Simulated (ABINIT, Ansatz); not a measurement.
# CdF2 (Fm-3m): G0W0 with ABINIT, start to end, part 3 of 3

Aim: the G0W0 gap of CdF2 (Fm-3m) on PBE, step by step.

ABINIT 10.8.3; PBE and many-body steps on it, plane waves. Known limits of the many-body steps: not at the basis limit; d shell near the gap, gap tends to lie low; no spin-orbit coupling.

So far. Step 4 (Empty states on the mesh, 6×6×6 mesh, 276 bands): On this mesh the gap is 3.143 eV. Step 5 (Screening, 6×6×6 mesh, 268 bands, screening to 272.1 eV): Local fields lower ε∞ by 6 %.

**6. Self-energy, 6×6×6 mesh, 268 bands, screening to 272.1 eV**

The self-energy is evaluated for the states that the input lists, and the levels follow from it, in one-shot runs by the linearised quasiparticle equation.

This step: G0W0 on PBE, plane waves, norm-conserving pseudopotentials.

run.abi

```
acell 3*1.0 Angstrom
rprim 
  0.000000000000 2.694000000000 2.694000000000
  2.694000000000 -0.000000000000 2.694000000000
  2.694000000000 2.694000000000 -0.000000000000
ntypat 2
znucl 48 9
natom 3
typat 1 2 2
xred 
  0.000000000000 0.000000000000 0.000000000000
  0.250000000000 0.250000000000 0.250000000000
  0.750000000000 0.750000000000 0.750000000000
pp_dirpath "pseudos"
pseudos "Cd.upf, F.upf"
ecut 47
ngkpt 6 6 6
nshiftk 1
shiftk 0 0 0
kptopt 1
chksymbreak 0
istwfk *1
occopt 1
irdwfk 1
optdriver 4
nband 268
gwcalctyp 0
ecutsigx 47
symsigma 1
nkptgw 2
kptgw 
  -0.3333333333 0.5000000000 0.1666666667
  0.0000000000 0.0000000000 0.0000000000
bdgw 
  16 19
  15 21
ecuteps 10
irdscr 1
ppmodel 1
indata_prefix "in"
outdata_prefix "out"
tmpdata_prefix "tmp"
```

Launch:

```sh
$ OMP_NUM_THREADS=1 mpirun -n 8 abinit run.abi > log
```

Numbers of over 12 decimals in the logs are rounded to 6 here.

What it wrote:

```text
.Version 10.8.3 of ABINIT. v10.8.2 released Aug 2026.

 Symmetries : space group Fm -3 m (#225); Bravais cF (face-center cubic)
[... echo of the input left out ...]
== DATASET  1 ==================================================================
-   mpi_nproc: 8, omp_nthreads: 1 (-1 if OMP is not activated)

--- !DatasetInfo
iteration_state: {dtset: 1, }
dimensions: {natom: 3, nkpt: 16, mband: 268, nsppol: 1, nspinor: 1, nspden: 1, mpw: 4092, }
cutoff_energies: {ecut:  47.0, pawecutdg:  -1.0, }
electrons: {nelect:   3.40000000E+01, charge:   0.00000000E+00, occopt:   1.00000000E+00, tsmear:   1.00000000E-02, }

 SIGMA: Calculation of the GW corrections

 Based on a program developped by R.W. Godby, V. Olevano, G. Onida, and L. Reining.
 Incorporated in ABINIT by V. Olevano, G.-M. Rignanese, and M. Torrent.
.Using double precision arithmetic ; gwpc =  8

[... cell and pseudopotentials left out ...]
--------------------------------------------------------------------------------

 ==== K-mesh for the wavefunctions ====
 Number of points in the irreducible wedge :    16
[... list of points left out ...]
 Together with 48 symmetry operations and time-reversal symmetry
 yields   216 points in the full Brillouin Zone.

 ==== Q-mesh for screening function ====
 Number of points in the irreducible wedge :    16
[... list of points left out ...]
 Together with 48 symmetry operations and time-reversal symmetry
 yields   216 points in the full Brillouin Zone.

 vcoul_init : cutoff-mode = AUXILIARY_FUNCTION
 q-points for optical limit:   1
     1)      0.000010    0.000020    0.000030
 setmesh: FFT mesh size selected  =    45x   45x   45
          total number of points  =        91125

 Number of electrons calculated from density =   34.0000; Expected =   34.0000
 average of density, n =  0.128843
 r_s =    1.2282
 omega_plasma =   34.6246 [eV]

 === KS Band Gaps ===
  >>>> For spin  1
   Minimum direct gap =   3.6194 [eV], located at k-point      :   0.0000  0.0000  0.0000
   Fundamental gap    =   3.1435 [eV], Top of valence bands at :  -0.3333  0.5000  0.1667
                                       Bottom of conduction at :   0.0000  0.0000  0.0000
 SIGMA fundamental parameters:
 PLASMON POLE MODEL  1
 number of plane-waves for SigmaX                 4015
 number of plane-waves for SigmaC and W            411
 number of plane-waves for wavefunctions          4015
 number of bands                                   268
 number of independent spin polarizations            1
 number of spinorial components                      1
 number of k-points in IBZ                          16
 number of q-points in IBZ                          16
 number of symmetry operations                      48
 number of k-points in BZ                          216
 number of q-points in BZ                          216
 number of frequencies for dSigma/dE                 9
 frequency step for dSigma/dE [eV]                0.25
 number of omega for Sigma on real axis              0
 max omega for Sigma on real axis  [eV]           0.00
 zcut for avoiding poles [eV]                     0.10

 EPSILON^-1 parameters (SCR file):
 dimension of the eps^-1 matrix on file            411
 dimension of the eps^-1 matrix used               411
 number of plane-waves for wavefunctions          4015
 number of bands                                   268
 number of q-points in IBZ                          16
 number of frequencies                               2
 number of real frequencies                          1
 number of imag frequencies                          1

 matrix elements of self-energy operator (all in [eV])

 Perturbative Calculation

--- !SelfEnergy_ee
iteration_state: {dtset: 1, }
kpoint     : [  -0.333,    0.500,    0.167, ]
spin       : 1
KS_gap     :    8.104
QP_gap     :   11.392
Delta_QP_KS:    3.287
data: !SigmaeeData |
     Band     E0 <VxcDFT>   SigX SigC(E0)      Z dSigC/dE  Sig(E)    E-E0       E
       16   2.556 -23.170 -30.675   5.469   0.789  -0.268 -24.776  -1.605   0.951
       17   3.116 -24.363 -31.626   5.267   0.799  -0.252 -25.957  -1.594   1.521
       18  11.220 -16.654 -10.660  -4.009   0.853  -0.173 -14.961   1.693  12.913
       19  13.841 -12.430  -7.075  -4.111   0.864  -0.157 -11.355   1.075  14.916

--- !SelfEnergy_ee
iteration_state: {dtset: 1, }
kpoint     : [   0.000,    0.000,    0.000, ]
spin       : 1
KS_gap     :    3.619
QP_gap     :    6.223
Delta_QP_KS:    2.604
data: !SigmaeeData |
     Band     E0 <VxcDFT>   SigX SigC(E0)      Z dSigC/dE  Sig(E)    E-E0       E
       15   2.640 -24.993 -32.399   5.121   0.812  -0.232 -26.848  -1.855   0.784
       16   2.640 -24.993 -32.399   5.121   0.812  -0.232 -26.848  -1.855   0.784
       17   2.640 -24.993 -32.399   5.121   0.812  -0.232 -26.848  -1.855   0.784
       18   6.259 -12.403  -8.016  -3.530   0.873  -0.146 -11.655   0.748   7.008
       19  15.876 -10.203  -4.681  -4.414   0.876  -0.142  -9.233   0.970  16.846
       20  15.876 -10.203  -4.681  -4.414   0.876  -0.142  -9.233   0.970  16.846
       21  15.876 -10.203  -4.681  -4.414   0.876  -0.142  -9.233   0.970  16.846

== END DATASET(S) ==============================================================
================================================================================

 -outvars: echo values of variables after computation  --------
           etotal      0.0000000000E+00
            nband         268
             nkpt          16
          spgroup         225
 [... the other variables as echoed above ...]

 Calculation completed.
```

The job ended after 96 s (8 MPI ranks of Arm Neoverse V2, shared host; peak memory 6 GiB; 13 min of CPU time).

Numbers from this step:

```yaml
g0w0_gap_on_the_points_computed: 5.487 eV
starting_gap_on_the_mesh: 3.143 eV
k_of_the_valence_top: -0.3333, 0.5, 0.1667
k_of_the_conduction_bottom: 0, 0, 0
z_at_the_valence_top: 0.799
z_at_the_conduction_bottom: 0.873
least_direct_g0w0_gap_on_the_computed_points: 6.224 eV
```

The gap on the mesh goes from 3.14 eV to 5.49 eV, a correction of +2.34 eV.

Limits: finite bands, cutoff and mesh; d shell near the gap, gap tends to lie low; no spin-orbit coupling. v1 is the top filled band, c1 the lowest empty one. The levels before and after the correction (eV, zero at the valence-band top of each column):

```tsv
	conduction bottom	valence top
Kohn-Sham	3.14	0.00
G0W0	5.49	0.00
```

```tsv
	level	energy (eV)
Kohn-Sham	(-0.333 0.5 0.167) v2	-0.559
Kohn-Sham	(-0.333 0.5 0.167) v1	0.000
Kohn-Sham	(-0.333 0.5 0.167) c1	8.104
Kohn-Sham	(-0.333 0.5 0.167) c2	10.725
Kohn-Sham	Γ v3-v1	-0.476
Kohn-Sham	Γ c1	3.143
Kohn-Sham	Γ c2-c4	12.760
G0W0	(-0.333 0.5 0.167) v2	-0.570
G0W0	(-0.333 0.5 0.167) v1	0.000
G0W0	(-0.333 0.5 0.167) c1	11.392
G0W0	(-0.333 0.5 0.167) c2	13.395
G0W0	Γ v3-v1	-0.737
G0W0	Γ c1	5.487
G0W0	Γ c2-c4	15.325
```

**7. Where the time went**

Times are wall times on 8 MPI ranks of Arm Neoverse V2, shared host, good to a factor of about two.

```tsv
step	time	share	memory (GiB)
ground state	7.8 s	1 %	0.66
bands along the symmetry lines	11 s	1 %	0.59
empty states on the mesh	86 s	10 %	7.6
screening	12 min	78 %	6.3
self-energy	96 s	11 %	6.0
```

**8. Summary of results**

| Property | Result |
| --- | --- |
| PBE gap | 3.12 eV, indirect |
| G0W0 gap on the mesh | 5.49 eV |
| GW settings | 6×6×6 mesh, 268 bands, screening to 272.1 eV, Godby-Needs plasmon pole |
| known limits | not at the basis limit; d shell near the gap, gap tends to lie low; no spin-orbit coupling |

G0W0 moves the gap on the mesh from 3.14 eV to 5.49 eV (+2.34 eV), with Z of 0.80 and 0.87 at the edges. Local fields lower the RPA ε∞ on this mesh from 2.91 to 2.73. Only 2 of the mesh's irreducible points were corrected, so a valley elsewhere could overtake. The dearest step here is «screening». Bands and cutoff are finite, so the gap is not at the basis limit. The miss can reach some tenths of an eV and take either sign; the mesh is an error of its own. In the G0W0 run levels were corrected at 2 k points alone, so a gap called «on the mesh» is the least over those, and an edge elsewhere would be missed. A d shell, filled or nearly so, lies near the gap. One-shot GW converges very slowly in bands there, not always from below, and on a semilocal start the gap tends to come out low; starts rich in exact exchange can overshoot instead. The many-body steps are scalar-relativistic: spin-orbit coupling is not in them.

[Paths, hosts, dates, memory and timing lines, banners, echoed tables and standing remarks are left out of the program output.]

[Logs are printed without paths, hosts, clocks, repeated set-up lines and the standing remarks that a program may print on its own settings, such as how far it seeks lower states.]

[Runs of the session that timed out or met a known fault of the program may be left out.]

[Hosts, paths, dates, database ids (printed as entryN), source tags and the programs' standing remarks are cut or masked in the printed files.]

[G0W0 gaps are taken among the corrected bands and points alone; a level outside them can change the order at an edge.]

[Where Ansatz stands beside ABINIT at settings called matched, ABINIT's density can come from a denser mesh and the files from another edition; pairs whose starting gaps differed by over 0.03 eV were left out, so agreement reads better than it is.]
